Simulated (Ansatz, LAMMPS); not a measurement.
# Structural relaxation of amorphous 71SiO2-29Al2O3 (mol %) (100 atoms), part 3 of 4

How does amorphous 71SiO2-29Al2O3 (mol %) (100 atoms) relax, and what do bonds, charges and levels look like afterwards?

Ansatz 0.2.0; Kohn-Sham DFT, PBE, PAW (set soft_2), plane waves.

The cell: 20 Si, 16 Al and 64 O. The quench rate of 50 K/ps is many orders above laboratory rates. The starting topology of bonds comes from the classical model. Only the Γ point is sampled in the main run, in a cell whose shortest periodic width is 11 Å.

So far. Step 4 (Cell and atoms relaxed): The relaxation changed the energy by -47.6 meV/atom, and atoms moved by 0.34 Å r.m.s., 0.77 Å at most.

## 6. Single point at the relaxed geometry

One more single point at the end of the walk gives the fuller output and checks the residual forces.

input.yaml reads:

```yaml
crystal:
  lattice:
    - [10.95254, 0.45666, -0.12254]
    - [0.45666, 10.97561, -0.21359]
    - [-0.12254, -0.21359, 11.02372]
  atoms:
    - { symbol: Si, position: [0.96204, 0.28809, 0.40127] }
    - { symbol: Si, position: [0.74922, 0.87573, 0.81951] }
    - { symbol: Si, position: [0.75672, 0.68445, 0.61631] }
    - { symbol: Si, position: [0.80104, 0.28043, 0.85442] }
    - { symbol: Si, position: [0.2407, 0.96, 0.98661] }
    - { symbol: Si, position: [0.03048, 0.93797, 0.15798] }
    - { symbol: Si, position: [0.45806, 0.40494, 0.07052] }
    - { symbol: Si, position: [0.16893, 0.22272, 0.99828] }
    - { symbol: Si, position: [0.36974, 0.29212, 0.5919] }
    - { symbol: Si, position: [0.15906, 0.72334, 0.8327] }
    - { symbol: Si, position: [0.73571, 0.13213, 0.38812] }
    - { symbol: Si, position: [0.42863, 0.64194, 0.79951] }
    - { symbol: Si, position: [0.14488, 0.8836, 0.4001] }
    - { symbol: Si, position: [0.51495, 0.34216, 0.35926] }
    - { symbol: Si, position: [0.14974, 0.32809, 0.74057] }
    - { symbol: Si, position: [0.85931, 0.08072, 0.64842] }
    - { symbol: Si, position: [0.33126, 0.67116, 0.3002] }
    - { symbol: Si, position: [0.5256, 0.36095, 0.80855] }
    - { symbol: Si, position: [0.94547, 0.46974, 0.60567] }
    - { symbol: Si, position: [0.67365, 0.87775, 0.24757] }
    - { symbol: Al, position: [0.18866, 0.49908, 0.98545] }
    - { symbol: Al, position: [0.99213, 0.67562, 0.45832] }
    - { symbol: Al, position: [0.70113, 0.44632, 0.20205] }
    - { symbol: Al, position: [0.39608, 0.16868, 0.18306] }
    - { symbol: Al, position: [0.483, 0.76159, 0.54103] }
    - { symbol: Al, position: [0.37061, 0.03012, 0.45236] }
    - { symbol: Al, position: [0.8858, 0.19085, 0.0844] }
    - { symbol: Al, position: [0.60769, 0.63288, 0.36291] }
    - { symbol: Al, position: [0.97765, 0.8589, 0.63121] }
    - { symbol: Al, position: [0.94859, 0.71429, 0.9904] }
    - { symbol: Al, position: [0.46314, 0.77607, 0.06454] }
    - { symbol: Al, position: [0.9319, 0.42972, 0.04597] }
    - { symbol: Al, position: [0.10146, 0.49889, 0.26328] }
    - { symbol: Al, position: [0.85905, 0.66769, 0.21195] }
    - { symbol: Al, position: [0.54663, 0.99304, 0.00749] }
    - { symbol: Al, position: [0.14149, 0.11549, 0.56886] }
    - { symbol: O, position: [0.59901, 0.45695, 0.34132] }
    - { symbol: O, position: [0.02415, 0.3764, 0.31074] }
    - { symbol: O, position: [0.88943, 0.36812, 0.51264] }
    - { symbol: O, position: [0.20891, 0.09244, 0.9245] }
    - { symbol: O, position: [0.16893, 0.96901, 0.11386] }
    - { symbol: O, position: [0.80955, 0.81928, 0.21839] }
    - { symbol: O, position: [0.63971, 0.66664, 0.52446] }
    - { symbol: O, position: [0.60386, 0.791, 0.33049] }
    - { symbol: O, position: [0.61227, 0.22679, 0.38695] }
    - { symbol: O, position: [0.06124, 0.76436, 0.72995] }
    - { symbol: O, position: [0.18054, 0.34509, 0.89568] }
    - { symbol: O, position: [0.69807, 0.77109, 0.72483] }
    - { symbol: O, position: [0.08442, 0.4725, 0.10054] }
    - { symbol: O, position: [0.99143, 0.63168, 0.30411] }
    - { symbol: O, position: [0.25742, 0.37702, 0.65833] }
    - { symbol: O, position: [0.26427, 0.23715, 0.10787] }
    - { symbol: O, position: [0.47584, 0.27329, 0.69671] }
    - { symbol: O, position: [0.44049, 0.65595, 0.40931] }
    - { symbol: O, position: [0.86003, 0.20067, 0.73384] }
    - { symbol: O, position: [0.85104, 0.80695, 0.90399] }
    - { symbol: O, position: [0.38443, 0.08961, 0.31217] }
    - { symbol: O, position: [0.82903, 0.35354, 0.14317] }
    - { symbol: O, position: [0.59032, 0.8717, 0.11432] }
    - { symbol: O, position: [0.67128, 0.33948, 0.80278] }
    - { symbol: O, position: [0.44999, 0.32763, 0.21697] }
    - { symbol: O, position: [0.03681, 0.5473, 0.53317] }
    - { symbol: O, position: [0.2508, 0.79875, 0.33497] }
    - { symbol: O, position: [0.31908, 0.16029, 0.5523] }
    - { symbol: O, position: [0.43617, 0.71961, 0.68047] }
    - { symbol: O, position: [0.6954, 0.01598, 0.30436] }
    - { symbol: O, position: [0.41769, 0.35701, 0.46961] }
    - { symbol: O, position: [0.1347, 0.18705, 0.71338] }
    - { symbol: O, position: [0.02676, 0.41681, 0.71981] }
    - { symbol: O, position: [0.24308, 0.55913, 0.29758] }
    - { symbol: O, position: [0.87975, 0.39249, 0.89988] }
    - { symbol: O, position: [0.77, 0.09283, 0.52852] }
    - { symbol: O, position: [0.02683, 0.24738, 0.03804] }
    - { symbol: O, position: [0.46033, 0.91417, 0.51684] }
    - { symbol: O, position: [0.21235, 0.9845, 0.48362] }
    - { symbol: O, position: [0.83332, 0.9513, 0.71988] }
    - { symbol: O, position: [0.87802, 0.59688, 0.06453] }
    - { symbol: O, position: [0.99834, 0.01951, 0.60817] }
    [... 16 atom lines left out ...]
    - { symbol: O, position: [0.01688, 0.80084, 0.10318] }
    - { symbol: O, position: [0.63879, 0.95877, 0.88101] }
    - { symbol: O, position: [0.08902, 0.633, 0.92555] }
    - { symbol: O, position: [0.33291, 0.49051, 0.05147] }
    - { symbol: O, position: [0.514, 0.12593, 0.08509] }
    - { symbol: O, position: [0.07365, 0.80421, 0.49618] }
kpoints:
  mp_grid: { grid: [1, 1, 1] }
hamiltonian:
  xc: pbe
scf:
  occupations: { method: fermi_dirac, width: 0.025 }
output:
  forces: true
  stress: true
  populations: true
  dos:
    method: { smearing: { sigma: 0.08 } }
    de: 0.05
    projected: { site_lists: { Al: [Al], O: [O], Si: [Si] } }
  eigenvalues: true
  write_density: true
  write_potential: true
  volumetric_format: npy
```

Command:

```
$ ansatz run input.yaml --threads 4 --pin off --max-ram 8192MiB --backend cpu --events-out ev --progress --plain --runs-dir out
```

Numbers of over 12 decimals in the logs are rounded to 6 here.

What it wrote:

```text
[...]
Crystal: 100 atoms, lattice volume = 1322.231 Å³
Basis set: ecut = 420 eV, 25883 PW (Γ), exchange–correlation on 150×150×150 points (8 copies of the dense FFT grid, shifted against one another)
Bands: 356, of which v1, the nominal top of the filled ones, is band 256 counted from 1 (255 counted from 0)
Symmetry: 1 space group operations
[...]
k-points: 1
[...]
SCF iter   1: F=—  HF=-57746.088538 eV  |F-HF|=—  |Δ(HF+E_count)|=         —  Δρ=2.06e-3  dr2=7.10e-2  ethr=1.77e-3  ⟨swp⟩=6.0  Hψ=1677  notcnv=0  defer=43
[...]
SCF iter   9: F=-57746.097345 eV  HF=-57746.097345 eV  |F-HF|=1.22e-9  |Δ(HF+E_count)|=   8.17e-8  Δρ=1.70e-6  dr2=3.76e-8  ethr=1.95e-11  ⟨swp⟩=18.0  Hψ=3183  notcnv=0
SCF 1 converged in 9 iterations: F = -57746.097345 eV  dr2 = 3.76e-8
[...]
SCF converged after 9 iterations
Free energy (F): -57746.097345 eV
[...]
Internal energy: -57746.097345 eV  (E = F + TS)
E sigma→0 (E₀):  -57746.097345 eV
Fermi energy:    5.110313 eV
[...]
--- Forces (eV/Å), atoms counted from 1 ---
  atom   1  Si    -0.00021057    -0.01162511     0.00410965
  atom   2  Si     0.01487615    -0.00631720    -0.01275489
  atom   3  Si     0.00622870    -0.00175700     0.00424035
  atom   4  Si    -0.01080872    -0.00329998    -0.00462366
  atom   5  Si     0.00093726    -0.00478292     0.01038069
  atom   6  Si     0.00014082     0.00369139    -0.00410260
  atom   7  Si     0.00594378    -0.00245715    -0.00470612
  atom   8  Si     0.00255377    -0.00065461     0.00512063
  atom   9  Si     0.00856806    -0.00638854     0.01118538
  atom  10  Si     0.01169812    -0.00223135    -0.01867625
  atom  11  Si    -0.00454197    -0.02131166     0.00996760
  atom  12  Si    -0.01018152    -0.00325206     0.00467761
  atom  13  Si    -0.01090621    -0.00857262     0.00170557
  atom  14  Si    -0.00205760     0.00255183    -0.00349487
[...]
atom  99  O     -0.00417057    -0.01792316     0.00533973
  atom 100  O     -0.00057216     0.00084606     0.00366685
  max |Σ_I F_I| component: 6.08e-5 eV/Å
--- Stress (GPa, compression-positive) ---
        0.001629       0.013559      -0.000463
        0.013561       0.013062      -0.015582
       -0.000461      -0.015586      -0.008265
  P = ⅓ Tr σ = 0.0021 GPa (0.021 kbar)
--- Band table (eV) ---
[...]
--- Löwdin populations: 100 sites ---
  site symbol       q [e]
     0     Si      2.2676
     1     Si      2.2274
     2     Si      2.2324
[...]
99      O      6.8149
  spilling = 0.011575 (of n_electrons = 512.000000)
```

The job ended after 27 s (4 threads of Arm Neoverse V1, shared host; peak memory 1.6 GiB).

Read from the output:

```
free energy                                      : -57746.0973 eV
free energy per atom                             : -577.4610 eV/atom
SCF cycles                                       : 9
pressure                                         : 0.002142 GPa
r.m.s. force component                           : 0.00718 eV/Å
longest force                                    : 0.03379 eV/Å
Fermi energy                                     : 5.11 eV
gap (highest filled to lowest empty level) : 3.681 eV
spilling of the projection                       : 0.01158
```

Löwdin charges by element and coordination (they lack the spilled electrons, 0.059 e an atom on average):

| element | coordination | atoms | mean charge (e) | spread | least | most |
| --- | --- | --- | --- | --- | --- | --- |
| Al | all | 16 | 1.38 | 0.0253 | 1.33 | 1.41 |
| Al | 4 | 12 | 1.39 | 0.0227 | 1.33 | 1.41 |
| Al | 5 | 4 | 1.36 | 0.0216 | 1.34 | 1.39 |
| O | all | 64 | -0.803 | 0.0352 | -0.900 | -0.742 |
| O | 2 | 44 | -0.803 | 0.0365 | -0.900 | -0.753 |
| O | 3 | 20 | -0.804 | 0.032 | -0.859 | -0.742 |
| Si | all | 20 | 1.76 | 0.0146 | 1.73 | 1.78 |

Density of states as counts of states in windows of 1 eV (from the Fermi level), total and the larger projections:

| from (eV) | to (eV) | total | O p | Si p | Al p |
| --- | --- | --- | --- | --- | --- |
| -18 | -17 | 5.4 | 0.0 | 0.0 | 0.7 |
| -17 | -12 | 0.0 | 0.0 | 0.0 | 0.0 |
| -12 | -11 | 6.7 | 4.4 | 0.2 | 0.1 |
| -11 | -10 | 11.5 | 7.8 | 0.6 | 0.1 |
| -10 | -9 | 17.5 | 12.4 | 1.3 | 0.3 |
| -9 | -8 | 29.0 | 21.9 | 3.3 | 0.8 |
| -8 | -7 | 40.4 | 31.4 | 4.4 | 1.5 |
| -7 | -6 | 47.6 | 38.7 | 3.4 | 2.9 |
| -6 | -5 | 56.7 | 49.5 | 2.3 | 2.1 |
| -5 | -4 | 65.5 | 60.6 | 1.5 | 1.2 |
| -4 | -3 | 70.5 | 66.8 | 1.1 | 0.9 |
| -3 | -2 | 35.8 | 34.2 | 0.2 | 0.6 |
| -2 | -1 | 2.7 | 2.6 | 0.0 | 0.1 |
| -1 | 1 | 0.0 | 0.0 | 0.0 | 0.0 |
| 1 | 2 | 2.0 | 0.1 | 0.0 | 0.1 |
| 2 | 3 | 0.0 | 0.0 | 0.0 | 0.0 |
| 3 | 4 | 11.2 | 1.4 | 1.3 | 2.2 |
| 4 | 5 | 18.0 | 2.1 | 2.7 | 5.1 |

Between -23 and -18 eV lie 123 more states.

The levels nearest the highest filled one (over half full), pooled over k-points and spins:

| level less the highest filled one (eV) | occupation |
| --- | --- |
| -0.549 | 2 |
| -0.518 | 2 |
| -0.501 | 2 |
| -0.440 | 2 |
| -0.156 | 2 |
| 0 | 2 |
| 3.68 | 0 |
| 5.08 | 0 |
| 5.09 | 0 |
| 5.44 | 0 |
| 5.52 | 0 |
| 5.62 | 0 |

Electrostatic potential energy in the bc plane at fractional x = 0.473, with atoms of Si and Al and O within 0.2 Å of it. With pseudopotentials it is smooth inside the atoms' cores, unlike the true potential.

Ten even steps from '_' (-38 eV) to '@' (11 eV), each cell a mean:
```
**##%%@@@@@@@@@@##..__::**%%%%@@@@@@@@@@##--::++##%%%%%%%%##**
%%%%%%@@@@@@@@@@**____..##@@@@@@@@@@@@%%--____--%%@@@@@@@@%%%%
@@@@@@@@@@@@@@@@%%++--++##%%@@@@@@@@%%##==..::**@@@@@@@@@@@@@@
@@@@@@@@@@@@@@@@%%##==--==##%%######**----++##@@@@@@@@@@@@@@@@
@@@@@@@@@@@@@@@@%%**::__..**--__..==--____::##@@@@@@@@@@@@@@@@
@@@@@@@@@@@@@@%%**++++==++##::____--++::::++##@@@@@@@@@@@@@@@@
@@@@@@@@@@@@%%--____==##%%%%%%****%%%%####++==**@@@@@@@@@@@@@@
@@@@@@@@@@@@%%::____++%%@@@@@@@@@@@@@@@@%%--..--%%@@@@@@@@@@@@
@@@@@@@@@@@@@@##++**%%@@@@@@@@@@@@@@@@@@@@**==**##%%@@@@@@@@@@
@@@@@@@@@@@@@@%%%%%%%%@@@@@@@@@@@@@@@@@@@@##++++++**%%@@@@@@@@
@@@@@@@@@@@@@@%%%%%%%%@@@@@@@@@@@@@@@@@@%%**++####++**==::--%%
@@%%%%@@@@@@@@@@@@%%%%##@@@@@@@@@@@@@@@@%%**++****++++..__..**
%%%%%%%%@@@@@@@@@@%%++==##@@@@@@@@@@@@%%******++**##%%++--++%%
%%%%%%@@@@@@@@@@%%##++==**%%@@@@@@@@%%--..::##%%%%@@@@@@@@@@@@
@@@@@@@@@@@@@@%%##--..__--##%%@@@@@@%%--..--%%@@@@@@@@@@@@@@@@
@@@@@@@@@@@@@@%%**::____::##%%@@@@@@@@%%##%%@@@@@@@@@@@@@@@@@@
@@@@@@@@@@@@@@%%##++--==**%%@@@@@@@@@@%%%%@@@@@@@@@@@@@@@@@@@@
@@@@@@@@%%%%%%%%%%==::==%%@@@@@@@@@@@@@@@@@@@@@@@@@@@@@@@@@@@@
@@@@@@%%##**##%%**____..##@@@@@@@@@@@@@@@@@@@@@@@@@@@@@@@@@@@@
@@@@@@%%****##%%##--::==##%%%%@@@@@@@@@@@@%%%%%%%%%%@@@@@@@@@@
@@@@@@##++##%%%%%%%%##++----**%%@@@@@@@@@@%%##**++**##%%@@@@@@
%%@@%%--..++%%@@@@%%++______::##@@@@@@@@@@##++****++++%%%%%%%%
####%%++==##@@@@@@%%==______::##%%@@@@@@@@##++**##**++##%%%%##
++**%%@@@@@@@@@@@@%%++--::--**%%@@@@@@@@@@%%**++++++**%%%%##**
```
Columns run along b (11.0 Å; values clipped at the 3rd and 97th percentile), rows up along c (11.0 Å). Atoms in or near the plane, at fractional coordinates: Si at (0.40, 0.07), Al at (0.76, 0.54), Al at (0.78, 0.06), O at (0.27, 0.70), O at (0.91, 0.52), O at (0.50, 0.78), O at (0.33, 0.94), O at (0.70, 0.93).

Valence density in the bc plane at fractional x = 0.473, with atoms of Si and Al and O within 0.2 Å of it. It is the smooth field of the valence electrons, not physical close to the nuclei.

Ten steps, logarithmic in the rise over the least value, from '0' (0.0 e/Å³) to '9' (6.5 e/Å³), each cell a mean:
```
2222111358986321001368864223333
1100001369986311012489974211221
0000000247765322223478863100000
0000000124443456654455532000000
0000001234333579975333321000000
0000012566544589975344432100000
0000025899743356653356764200000
0000025899742123222357875210000
0000013676521000001246764211111
1000011333221000000123432234543
3100001123332100000112211357885
3110000124554210001223211369996
3110000135675310013565432357875
2111001134665310125788532223433
1222111123444211125787531111111
1233211123333221113555321100001
1333221234553211111222211100000
1223222357874210001122211000000
0122222369985210001234431100000
0123333357875321101245542111100
1245654234554332111234432222111
2357874212332333210123221123222
2357764212332233210112211133333
2334432235664322100134442234443
```
Columns run along b (11.0 Å), rows up along c (11.0 Å). Atoms in or near the plane, at fractional coordinates: Si at (0.40, 0.07), Al at (0.76, 0.54), Al at (0.78, 0.06), O at (0.27, 0.70), O at (0.91, 0.52), O at (0.50, 0.78), O at (0.33, 0.94), O at (0.70, 0.93).

Mean Löwdin charges: Al +1.38, O -0.80, Si +1.76 e (they miss 1.2 % of the electrons, so they add up to more than the cell's charge).

The surroundings of O78, picked at random, nearest first, numbered as they follow in the input and with coordinates relative to it.

| atom | x | y | z | distance (Å) | bonds | Löwdin charge (e) |
| --- | --- | --- | --- | --- | --- | --- |
| O78 | 0.00 | 0.00 | 0.00 | 0.00 | 3 | -0.79 |
| Si16 | -1.50 | 0.60 | 0.45 | 1.68 | 4 | 1.77 |
| Al29 | -0.30 | -1.78 | 0.29 | 1.83 | 5 | 1.39 |
| Al36 | 1.62 | 1.13 | -0.47 | 2.03 | 5 | 1.37 |
| O76 | -1.85 | -0.85 | 1.27 | 2.40 | 3 | -0.76 |
| O68 | 1.56 | 1.88 | 1.11 | 2.68 | 2 | -0.82 |
| O100 | 0.74 | -2.30 | -1.20 | 2.70 | 3 | -0.81 |
| O72 | -2.46 | 0.72 | -0.87 | 2.70 | 2 | -0.77 |
| O75 | 2.34 | -0.26 | -1.39 | 2.74 | 3 | -0.81 |
| O55 | -1.45 | 1.90 | 1.36 | 2.75 | 2 | -0.76 |
| O82 | 0.86 | 2.02 | -1.71 | 2.78 | 2 | -0.85 |

The column of bonds counts only the pairs O-Si within 2.16 Å, O-Al within 2.43 Å; other neighbours, such as metal atoms beside each other in a compound, aren't counted, and periodic images can show an atom twice.

## 7. K-mesh 2×2×2

Large cells are often run on few k-points; this run checks whether the reference had enough.

input.yaml, as its differences from that of step 6:

```diff
@@ -8,3 +8,3 @@
 kpoints:
-  mp_grid: { grid: [1, 1, 1] }
+  mp_grid: { grid: [2, 2, 2] }
 hamiltonian:
@@ -22,4 +22 @@
   eigenvalues: true
-  write_density: true
-  write_potential: true
-  volumetric_format: npy
```

What it wrote:

```text
[...]
Crystal: 100 atoms, lattice volume = 1322.231 Å³
Basis set: ecut = 420 eV, 25883 PW (Γ), exchange–correlation on 150×150×150 points (8 copies of the dense FFT grid, shifted against one another)
Bands: 356, of which v1, the nominal top of the filled ones, is band 256 counted from 1 (255 counted from 0)
Symmetry: 1 space group operations
[...]
k-points: 8
[...]
SCF iter   1: F=—  HF=-57746.150127 eV  |F-HF|=—  |Δ(HF+E_count)|=         —  Δρ=2.05e-3  dr2=7.09e-2  ethr=1.77e-3  ⟨swp⟩=6.0  Hψ=13372  notcnv=0  defer=326
[...]
SCF iter   8: F=—  HF=-57746.158332 eV  |F-HF|=—  |Δ(HF+E_count)|=   8.22e-7  Δρ=6.79e-6  dr2=4.94e-7  ethr=3.18e-10  ⟨swp⟩=2.0  Hψ=3850  notcnv=0  defer=756
SCF iter   9: F=-57746.158332 eV  HF=-57746.158332 eV  |F-HF|=1.88e-9  |Δ(HF+E_count)|=   7.96e-8  Δρ=1.68e-6  dr2=3.69e-8  ethr=1.95e-11  ⟨swp⟩=13.1  Hψ=17453  notcnv=0
SCF 1 converged in 9 iterations: F = -57746.158332 eV  dr2 = 3.69e-8
[...]
SCF converged after 9 iterations
Free energy (F): -57746.158332 eV
[...]
Internal energy: -57746.158332 eV  (E = F + TS)
E sigma→0 (E₀):  -57746.158332 eV
Fermi energy:    5.138745 eV
[...]
Σ components = -57746.158332   (vs F -57746.158332, Δ=0.00e0)
--- Forces (eV/Å), atoms counted from 1 ---
  atom   1  Si    -0.00206412    -0.01041564     0.00451620
  atom   2  Si     0.01295183    -0.00345762    -0.01366441
  atom   3  Si     0.00711923    -0.00219776     0.00574661
  atom   4  Si    -0.01195804    -0.00190422    -0.00911409
[...]
atom 100  O     -0.00280180    -0.00052822     0.00523618
  max |Σ_I F_I| component: 6.17e-5 eV/Å
--- Stress (GPa, compression-positive) ---
        0.008591       0.014724      -0.000279
        0.014726       0.020886      -0.014196
       -0.000278      -0.014200       0.002935
  P = ⅓ Tr σ = 0.0108 GPa (0.108 kbar)
--- Band table (eV; the first three rows and the last of 8) ---
[...]
--- Löwdin populations: 100 sites ---
  site symbol       q [e]
     0     Si      2.2675
     1     Si      2.2272
     2     Si      2.2323
[...]
99      O      6.8150
  spilling = 0.011575 (of n_electrons = 512.000000)
```

Wall time 4 min (4 threads); peak memory 6 GiB.

The program notes that it cut back its work space to fit the memory limit.

Geometry and reference: those of the single point at the relaxed geometry.

Forces differ from those of the single point at the relaxed geometry by 2.7 meV/Å r.m.s.; the energy by -0.61 meV/atom and the gap by -0.014 eV. It took 4 min and 9 cycles; the reference's time can't be set against it, since the two runs asked for unlike analyses.

[end of part 3 of 4]

[Logs are printed without paths, hosts, clocks, repeated set-up lines and the standing remarks that a program may print on its own settings, such as how far it seeks lower states.]

[Hosts, paths, dates, database ids (printed as entryN), source tags and the programs' standing remarks are cut or masked in the printed files.]
